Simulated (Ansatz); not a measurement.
**Quasi-harmonic thermodynamics of BeGe (hypothetical, P4/mmm)**

Wanted: α(T), C_P(T) and B(T) of BeGe (hypothetical) in the quasi-harmonic approximation. The crystal structure is hypothetical: it was made by swapping elements on a known structure type.

Calculated with Ansatz 0.2.0; DFT PBEsol, scalar-relativistic, plane waves, PAW.

## (1) Starting point

The structure is tetragonal, space group P4/mmm (No. 123). The conventional cell has a = 2.599 Å, b = 2.599 Å, c = 3.372 Å, α = 90.00°, β = 90.00°, γ = 90.00°. Nearest to Be lie 8 Ge at 2.49 Å. Ge has 8 Be at 2.49 Å and 4 Ge at 2.60 Å nearest. Farther neighbours are not listed.

## (2) Probe on a coarse mesh

A cheap single point shows whether the cell is a metal or an insulator and how far it is from rest; that sets the k-mesh and the occupations of what follows.

input.yaml reads:

```yaml
crystal:
  lattice:
    - [2.59879, 0.0, 0.0]
    - [0.0, 2.59879, 0.0]
    - [0.0, 0.0, 3.37179]
  atoms:
    - { symbol: Be, position: [0.0, 0.0, 0.0] }
    - { symbol: Ge, position: [0.5, 0.5, 0.5] }
kpoints:
  mp_grid: { grid: [8, 8, 6] }
hamiltonian:
  xc: pbesol
scf:
  occupations: { method: gaussian, width: 0.1 }
output:
  forces: true
  stress: true
  eigenvalues: true
```

Started as:

```bash
ansatz run input.yaml --threads 4 --pin off --max-ram 8192MiB --backend cpu --events-out ev --progress --plain --runs-dir out
```

Numbers of over 12 decimals in the logs are rounded to 6 here.

Output:

```text
Engine: ansatz 0.2.0, aarch64-unknown-linux-gnu
Pseudopotentials: kind: paw
Pseudopotential: Be, paw, valence charge 2, recommended cutoff 420 eV (normal), Be.paw.azcp
Pseudopotential: Ge, paw, valence charge 14, recommended cutoff 420 eV (normal), Ge.paw.azcp
Functional definition: PBEsol
  exchange = pbesol_x
  correlation = pbesol_c
Crystal: 2 atoms, lattice volume = 22.772 Å³
Basis set: ecut = 420 eV, 455 PW (Γ), exchange–correlation on 36×36×48 points (8 copies of the dense FFT grid, shifted against one another)
Bands: 12, of which v1, the nominal top of the filled ones, is band 8 counted from 1 (7 counted from 0)
Symmetry: 16 space group operations
Space group: P4/mmm (ITA 123), of the structure as read, at distance tolerance 2.8e-5 Å
k-points: 60 of 384
Non-local potential: Be, projectors of the file, l = 0: 2, l = 1: 2, l = 2: 1
Non-local potential: Ge, projectors of the file, l = 0: 2, l = 1: 2, l = 2: 3, l = 3: 1
PAW form: soft (Blöchl's): semilocal exchange-correlation on the pseudo side does not see the compensation charge
PAW frozen core: Be, regenerated for the run's functional, and the local potential with it (the file was generated under x = pbe(κ = 0.804, μ = 0.219515), c = pbe(β = 0.066725))
PAW frozen core: Ge, regenerated for the run's functional, and the local potential with it (the file was generated under x = pbe(κ = 0.804, μ = 0.219515), c = pbe(β = 0.066725))
PAW one-centre angular grid: Be, 110 points (default); XC on 64 Gauss nodes
PAW one-centre angular grid: Ge, 590 points (default); XC on 64 Gauss nodes
Initial density: superposition of atomic densities (neutral atoms: chi_scale 0, normalization atom), corrected by the library's trained network
Initial wavefunctions: pseudopotential atomic-orbital guess
Functional: x = pbesol(κ = 0.804, μ = 0.123457), c = pbesol(β = 0.046)
SCF iter   1: F=—  HF=-4342.731719 eV  |F-HF|=—  |Δ(HF+E_count)|=         —  Δρ=1.92e-3  dr2=5.84e-4  ethr=1.77e-3  ⟨swp⟩=5.2  Hψ=9099  notcnv=0  defer=8
automatic band count: the SCF goes on with 16 bands, as 12 were too few: the levels above may hold too much charge
preconditioner: auto → none  [metal: Δε(μ)=0.078 eV  Ē_g=28.170 eV  σ=0.100 eV  W_gap=0.40  n_scr=6 (ndim 8)  ℏωp=31.1 eV  f_vac=0.000  D(μ)=0.52/eV (n_scr^D=2)  sad-step TF]
SCF iter   2: F=—  HF=-4342.731146 eV  |F-HF|=—  |Δ(HF+E_count)|=   5.73e-4  Δρ=1.06e-3  dr2=1.80e-4  ethr=3.65e-6  ⟨swp⟩=2.0  Hψ=1787  notcnv=0  defer=14
SCF iter   3: F=—  HF=-4342.731121 eV  |F-HF|=—  |Δ(HF+E_count)|=   2.51e-5  Δρ=3.34e-4  dr2=1.17e-5  ethr=1.13e-6  ⟨swp⟩=2.1  Hψ=1147  notcnv=0  defer=14
SCF iter   4: F=—  HF=-4342.731132 eV  |F-HF|=—  |Δ(HF+E_count)|=   1.09e-5  Δρ=5.83e-5  dr2=5.10e-7  ethr=7.34e-8  ⟨swp⟩=2.5  Hψ=1324  notcnv=0  defer=14
SCF iter   5: F=—  HF=-4342.731132 eV  |F-HF|=—  |Δ(HF+E_count)|=   7.04e-8  Δρ=1.74e-5  dr2=1.12e-7  ethr=3.19e-9  ⟨swp⟩=2.0  Hψ=1287  notcnv=0  defer=14
SCF iter   6: F=-4342.731132 eV  HF=-4342.731132 eV  |F-HF|=6.51e-10  |Δ(HF+E_count)|=   3.30e-8  Δρ=5.01e-6  dr2=3.51e-9  ethr=6.25e-10  ⟨swp⟩=6.5  Hψ=3349  notcnv=0
SCF 1 converged in 6 iterations: F = -4342.731132 eV  dr2 = 3.51e-9
  greatest PAW one-centre occupation: 0.999 electrons in one spin orbital (limit 2), on the Ge atom at site 1 (counted from 0), in its partial waves of l = 2
SCF converged after 6 iterations
Free energy (F): -4342.731132 eV
Harris-Foulkes:  -4342.731132 eV  (|F-HF|=6.51e-10)
Internal energy: -4342.728446 eV  (E = F + TS)
E sigma→0 (E₀):  -4342.729789 eV
Entropy (-TS):   -0.002686 eV (-1.343 meV/atom)
Fermi energy:    13.053876 eV
--- Per-component energies (eV) ---
  E_band       = -77.679000
  E_kinetic    = 135.077165
  E_local      = -2245.101929  (includes V_loc(G=0)·N_el)
  E_nonlocal   = 424.666406
  E_hartree    = 1004.400276
  E_xc         = -96.667091
  E_vxc        = -88.252655  (∫ρ·V_xc dr)
  E_paw        = -2035.416508  (= ΣΔE_a)
  E_vpaw       = -312.865236  (= ΣTr[D̂ρ^β])
  E_aug_tail   = 0.000226  (compensation charges beyond the density's cutoff)
  E_ewald      = -1530.614457
  E_core_change = 0.927468  (= ΣΔE_core)
  E_smearing   = -0.002686  (= −TS)
  E_closure    = 0.000000  (closes the sum)
  Σ components = -4342.731132   (vs F -4342.731132, Δ=0.00e0)
--- Forces (eV/Å), atoms counted from 1 ---
  atom   1  Be     0.00000000     0.00000000     0.00000000
  atom   2  Ge     0.00000000    -0.00000000     0.00000000
  max |Σ_I F_I| component: 1.58e-29 eV/Å
--- Stress (GPa, compression-positive) ---
       20.789236       0.000000       0.000000
        0.000000      20.789236       0.000000
        0.000000       0.000000      12.746772
  P = ⅓ Tr σ = 18.1084 GPa (181.084 kbar)
--- Band table (eV; the first three rows and the last of 60) ---
  k-point 0: bands = [... 4 lower, -11.8376, -1.8611, 9.5137, 13.8608, 17.3596, 17.3596, 21.6520, 24.0871, ... 4 higher]
  k-point 1: bands = [... 4 lower, -11.8374, -1.5805, 7.4459, 16.5778, 17.7351, 17.7351, 21.9776, 24.1053, ... 4 higher]
  k-point 2: bands = [... 4 lower, -11.8372, -0.8363, 4.8628, 18.8491, 18.8491, 20.9110, 22.9368, 23.1074, ... 4 higher]
  k-point 59: bands = [... 4 lower, -11.7212, 10.3703, 10.3703, 10.5016, 12.3884, 12.3884, 12.8836, 13.0414, ... 4 higher]
```

Run time: 0.45 s. Hardware: 4 threads of Arm Neoverse V2, shared host; peak memory 0.23 GiB; 1.3 s of CPU time.

The column dr2 measures how far the density is from self-consistency, as an energy; F and HF (Harris–Foulkes) agree once it is small.

This step gave:

```yaml
pressure: 18.11 GPa
volume_per_atom: 11.39 Å³
gap_on_the_k_mesh: 0 eV
```

The start is under 18 GPa at this level and looks like a metal on this mesh.

## (3) A loose first relaxation

The start is far from rest, so a relaxation with loose thresholds first brings it near the minimum.

Edit input.yaml of step 2 so:

```diff
@@ -18 +18,6 @@
   eigenvalues: true
+relax:
+  adjacent_minimum: "off"
+  f_tol: 0.05
+  max_steps: 80
+  cell: { stress_tol: 0.5 }
```

Output:

```text
[...]
Crystal: 2 atoms, lattice volume = 22.772 Å³
Basis set: ecut = 420 eV, 455 PW (Γ), exchange–correlation on 36×36×48 points (8 copies of the dense FFT grid, shifted against one another)
Bands: 12, of which v1, the nominal top of the filled ones, is band 8 counted from 1 (7 counted from 0)
Symmetry: 16 space group operations
[...]
k-points: 60 of 384
[...]
SCF iter   1: F=—  HF=-4342.731719 eV  |F-HF|=—  |Δ(HF+E_count)|=         —  Δρ=1.92e-3  dr2=5.84e-4  ethr=1.77e-3  ⟨swp⟩=5.2  Hψ=9099  notcnv=0  defer=8
[...]
SCF iter   6: F=-4342.731132 eV  HF=-4342.731132 eV  |F-HF|=6.51e-10  |Δ(HF+E_count)|=   3.30e-8  Δρ=5.01e-6  dr2=3.51e-9  ethr=6.25e-10  ⟨swp⟩=6.5  Hψ=3349  notcnv=0
SCF 1 converged in 6 iterations: F = -4342.731132 eV  dr2 = 3.51e-9
[...]
relax step   1: F+E_penalty+E_count = -4342.73113164 eV  Δ(F+E_penalty+E_count) = +0.000e0 eV  max|allowed force component| = 1.578e-30 eV/Å  Δτ_max = 0.0000 Å  P = +18.108 GPa  Ω = 22.772 Å³  (6 SCF iters, dr2 threshold 1.00e-7 eV, accepted)
Crystal: 2 atoms, lattice volume = 25.473 Å³
Basis set: ecut = 420 eV, 519 PW (Γ), exchange–correlation on 36×36×48 points (8 copies of the dense FFT grid, shifted against one another)
Bands: 16, of which v1, the nominal top of the filled ones, is band 8 counted from 1 (7 counted from 0)
[...]
iter 1 solved again at ethr=8.23e-5 eV; its pass at ethr=3.10e-3 eV (dr2=1.32e-2 eV) is discarded
[...]
SCF iter   6: F=-4342.915854 eV  HF=-4342.915854 eV  |F-HF|=1.14e-9  |Δ(HF+E_count)|=   1.03e-8  Δρ=4.26e-6  dr2=2.76e-9  ethr=2.92e-10  ⟨swp⟩=3.9  Hψ=2397  notcnv=0
SCF 2 converged in 6 iterations: F = -4342.915854 eV  dr2 = 2.76e-9
[...]
relax step   2: F+E_penalty+E_count = -4342.91585448 eV  Δ(F+E_penalty+E_count) = -1.847e-1 eV  max|allowed force component| = 4.408e-29 eV/Å  Δτ_max = 0.0000 Å  P = +3.648 GPa  Ω = 25.473 Å³  energy of the carried Pulay correction = -6.801e-4 eV  (6 SCF iters, dr2 threshold 2.00e-7 eV, accepted)
Crystal: 2 atoms, lattice volume = 26.381 Å³
Basis set: ecut = 420 eV, 535 PW (Γ), exchange–correlation on 36×36×48 points (8 copies of the dense FFT grid, shifted against one another)
[...]
SCF iter   5: F=-4342.925038 eV  HF=-4342.925038 eV  |F-HF|=2.46e-8  |Δ(HF+E_count)|=   8.80e-7  Δρ=1.19e-5  dr2=1.15e-8  ethr=1.25e-9  ⟨swp⟩=5.0  Hψ=4007  notcnv=0
SCF 3 converged in 5 iterations: F = -4342.925038 eV  dr2 = 1.15e-8
relax step   3: F+E_penalty+E_count = -4342.92503829 eV  Δ(F+E_penalty+E_count) = -9.184e-3 eV  max|allowed force component| = 6.348e-30 eV/Å  Δτ_max = 0.0000 Å  P = +0.265 GPa  Ω = 26.381 Å³  energy of the carried Pulay correction = -8.919e-4 eV  (5 SCF iters, dr2 threshold 2.00e-7 eV, accepted)
[...]
relax step   4: F+E_penalty+E_count = -4342.92650439 eV  Δ(F+E_penalty+E_count) = -1.466e-3 eV  max|allowed force component| = 1.578e-30 eV/Å  Δτ_max = 0.0000 Å  P = -0.137 GPa  Ω = 26.485 Å³  energy of the carried Pulay correction = -9.159e-4 eV  (4 SCF iters, dr2 threshold 2.00e-7 eV, accepted)
Basis set: ecut = 420 eV, 535 PW (Γ), exchange–correlation on 40×40×48 points (8 copies of the dense FFT grid, shifted against one another)
[...]
SCF iter   5: F=-4342.928171 eV  HF=-4342.928171 eV  |F-HF|=1.36e-11  |Δ(HF+E_count)|=  5.36e-10  Δρ=6.98e-7  dr2=9.21e-11  ethr=1.06e-11  ⟨swp⟩=2.1  Hψ=2908  notcnv=0
SCF 5 converged in 5 iterations: F = -4342.928171 eV  dr2 = 9.21e-11
relax step   5: F+E_penalty+E_count = -4342.92817073 eV  Δ(F+E_penalty+E_count) = -1.666e-3 eV  max|allowed force component| = 4.733e-30 eV/Å  Δτ_max = 0.0000 Å  P = -0.024 GPa  Ω = 26.485 Å³  stress off target by 2.62e-1 GPa  SCF on the basis re-selected at this cell (its energy is not comparable with the rows above)  (5 SCF iters)
basis re-selected at this cell: Δ(F+E_penalty+E_count) = -1.666e-3 eV, ΔP = +0.113 GPa vs the last step (what re-selecting the basis moved, of the pressure what is left beyond the Pulay correction that the steps carried, after the strain that the cell walked since its last selection, with what the two solves' SCF thresholds leave and, on support functions, any second-order correction that the steps lacked; it is no measure of the basis error at this ecutwfc). The dense FFT grid was sized anew with the basis: this SCF ran on 20×20×24 points, the steps before it on 18×18×24, so part of this shift can come from that change (see relax.cell in the input reference). [rest of the remark cut]
SCF converged after 5 iterations
Free energy (F): -4342.928171 eV
[...]
Internal energy: -4342.926141 eV  (E = F + TS)
E sigma→0 (E₀):  -4342.927156 eV
Entropy (-TS):   -0.002030 eV (-1.015 meV/atom)
Fermi energy:    10.804496 eV
[...]
--- Stress (GPa, compression-positive) ---
       -0.167315       0.000000       0.000000
        0.000000      -0.167315       0.000000
        0.000000       0.000000       0.262359
  P = ⅓ Tr σ = -0.0241 GPa (-0.241 kbar)
--- Band table (eV; the first three rows and the last of 60) ---
  k-point 0: bands = [... 4 lower, -13.9386, -2.7379, 8.1519, 11.8196, 14.3561, 14.3561, 18.6928, 19.8812, ... 4 higher]
  k-point 1: bands = [... 4 lower, -13.9402, -2.4726, 6.1032, 14.4190, 14.6997, 14.6997, 19.0041, 20.0371, ... 4 higher]
  k-point 2: bands = [... 4 lower, -13.9429, -1.7698, 3.6366, 15.7163, 15.7163, 17.9687, 19.6362, 19.6362, ... 4 higher]
  k-point 59: bands = [... 4 lower, -13.8674, 7.2540, 8.5302, 8.5302, 10.4217, 10.4217, 10.6023, 11.0282, ... 4 higher]
--- Relaxed structure (4 steps of the walk, 4 accepted, 1 SCFs on fresh bases) ---
  F+E_penalty+E_count = -4342.92817073 eV   max|allowed force component| = 4.733e-30 eV/Å   (the final SCF, on the basis selected at the relaxed cell)
  cell:  # Å, volume = 26.4854 Å³
    - [2.759481, 0, 0.0]
    - [0, 2.759481, 0.0]
    - [0.0, 0.0, 3.478172]
  atoms:
    - { symbol: Be, position: [0, 0, 0.0] }
    - { symbol: Ge, position: [0.5, 0.5, 0.5] }
```

Wall time 1.9 s (4 threads); peak memory 0.23 GiB.

The steps of the relaxation:

```
step  energy less that of the first step (eV)  largest force component (eV/Å)  pressure (GPa)  volume (Å³)
   1                                   0.0000                          0.0000           18.11        22.77
   2                                  -0.1847                          0.0000            3.65        25.47
   3                                  -0.1939                          0.0000            0.26        26.38
   4                                  -0.1954                          0.0000           -0.14        26.49
  5*                                  -0.1970                          0.0000           -0.02        26.49
```

Relaxation steps marked * repeat the geometry before them on a plane-wave basis chosen anew for their cell, so energy and pressure can jump there.

The run keeps the 16 symmetry operations that it works with, so distortions that break them were not tested.

```
conventional cell, symmetrised  before  after   change
                         a (Å)   2.599  2.759   +6.2 %
                         b (Å)   2.599  2.759   +6.2 %
                         c (Å)   3.372  3.478   +3.2 %
              volume (Å³/atom)   11.39  13.24  +16.3 %
```

Final coordinates:

```xyz
2
Lattice="2.7595 0.0000 0.0000 0.0000 2.7595 0.0000 0.0000 0.0000 3.4782" Properties=species:S:1:pos:R:3 pbc="T T T"
Be    0.0000    0.0000    0.0000
Ge    1.3797    1.3797    1.7391
```

Numbers from this step:

| Property | Result |
| --- | --- |
| pressure | -0.02409 GPa |
| volume per atom | 13.24 Å³ |

The relaxation ends with a pressure of -0.02 GPa.

(Part 1 of 3 ends here.)

[Logs are printed without paths, hosts, clocks, repeated set-up lines and the standing remarks that a program may print on its own settings, such as how far it seeks lower states.]

[Hosts, paths, dates, database ids (printed as entryN), source tags and the programs' standing remarks are cut or masked in the printed files.]

[A step with changed settings may run another functional than the one named; its input shows which.]
